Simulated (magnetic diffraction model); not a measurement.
# TbFe4Pb2 below its ordering temperature

Space group P4_2/mnm (no. 136), a = 7.8000 Å, c = 4.1790 Å.

```
site  atom       x       y    z
  4g    Pb  0.2197  0.7803    0
  2b    Tb       0       0  1/2
  8i    Fe  0.6416  0.9121    0
```

The compound is invented for this exercise: a known structure type with other elements, its cell scaled to their sizes and not relaxed.

Only Tb is taken to order (form factors of Tb3+); orders and moment sizes are assumed, and not adapted to the symmetry. Radiation: neutrons of λ = 2.41 Å, 5° to 75°; isotropic B of 0.51 Å² (Pb), 0.55 Å² (Tb) and 0.65 Å² (Fe). The intensities are simulated: I ∝ L Σ (|F_N|² + |F_M⊥|²) for unpolarised neutrons, with F_M = 2.695 fm/μB × Σ f(s) S exp(2πi Q·r) exp(−B s²) at Q = H ± k (one set where k and −k are equivalent), only the part normal to Q counting and L = 1/(sin²θ cos θ). For collinear order S is the moment m, which repeats by lattice and centring translations R with the sign exp(−2πi k·R). Form factors are spin-only for 3d ions and dipole or tabulated for f ions, scattering lengths are Sears's of 1992, and absorption is left out. A label names one of the reflections at its angle. The strongest nuclear line in the range is 100, and lines under 0.2 are left out.

Above the ordering temperature:

```csv
2θ (°),index,I
25.24,(1 1 0),18.6
35.99,(2 0 0),1.9
40.42,(2 1 0),1.2
42.42,(1 1 1),0.7
51.82,(2 2 0),13.3
53.48,(2 1 1),46.8
58.49,(3 1 0),23.2
63.14,(2 2 1),60.2
66.16,(3 0 1),0.3
67.70,(3 2 0),1.0
69.12,(3 1 1),100.0
70.44,(0 0 2),41.4
```

Below it (cell unchanged):

```tsv
2θ (°)	I
24.40	12.9
25.24	18.6
30.35	10.6
35.99	1.9
39.87	6.9
40.42	1.2
42.42	0.7
43.97	11.5
51.82	13.3
53.48	46.8
54.68	0.5
54.79	3.7
57.97	0.7
58.07	3.3
58.49	23.2
61.24	5.8
63.14	60.2
64.22	1.0
66.16	0.3
67.22	2.0
67.70	1.0
69.12	100.0
70.25	4.3
70.44	41.4
```

**Question.** Find the propagation vector, then choose among these models:
A. collinear moments along [101], 5.2 μB on Tb; signs + at (0, 0, 1/2), + at (1/2, 1/2, 0)
B. collinear moments along [001], 5.2 μB on Tb; signs + at (0, 0, 1/2), − at (1/2, 1/2, 0)
C. collinear moments along [001], 5.2 μB on Tb; signs + at (0, 0, 1/2), + at (1/2, 1/2, 0)
D. collinear moments along [101], 5.2 μB on Tb; signs + at (0, 0, 1/2), − at (1/2, 1/2, 0)

The new lines index as (1 0 1/2) at 24.40°, (1 1 1/2) at 30.35°, (2 0 1/2) at 39.87° and (2 1 1/2) at 43.97°, that is as H ± k with k = (0 0 1/2). Half indices mean that the moments reverse under translations with k·R a half-integer, and the magnetic cell has twice the primitive volume.

Magnetic intensity, observed (below minus above) and for each model:

| 2θ (°) | index | observed | A | B | C | D |
| --- | --- | --- | --- | --- | --- | --- |
| 16.58 | (0 0 1/2) | <0.2 | 10.5 | <0.2 | <0.2 | 10.5 |
| 24.40 | (1 0 1/2) | 12.9 | 16.7 | 12.9 | 12.9 | 16.7 |
| 39.87 | (0 2 1/2) | 6.9 | 5.4 | 6.9 | 6.9 | 5.4 |
| 43.97 | (2 1 1/2) | 11.5 | 8.6 | 11.5 | 11.5 | 8.6 |
| 54.68 | (1 0 3/2) | 0.5 | 3.1 | 0.5 | 0.5 | 3.1 |
| 57.97 | (1 1 3/2) | 0.7 | 2.7 | 0.7 | 0.7 | 2.7 |
| 61.24 | (3 1 1/2) | 5.8 | 4.0 | 5.8 | 5.8 | 4.0 |
| 67.22 | (2 1 3/2) | 2.0 | 3.6 | 2.0 | 2.0 | 3.6 |

Models B and C match alike on every line, so these data can't choose among them (such ties are often domains of one structure).

The absence at (0 0 1/2) is telling: Q lies along the moments there, so the part normal to Q vanishes.

The structure used: k = (0 0 1/2), collinear moments along [001], 5.2 μB on Tb; signs + at (0, 0, 1/2), − at (1/2, 1/2, 0).

[Logs are printed without paths, hosts, clocks, repeated set-up lines and the standing remarks that a program may print on its own settings, such as how far it seeks lower states.]
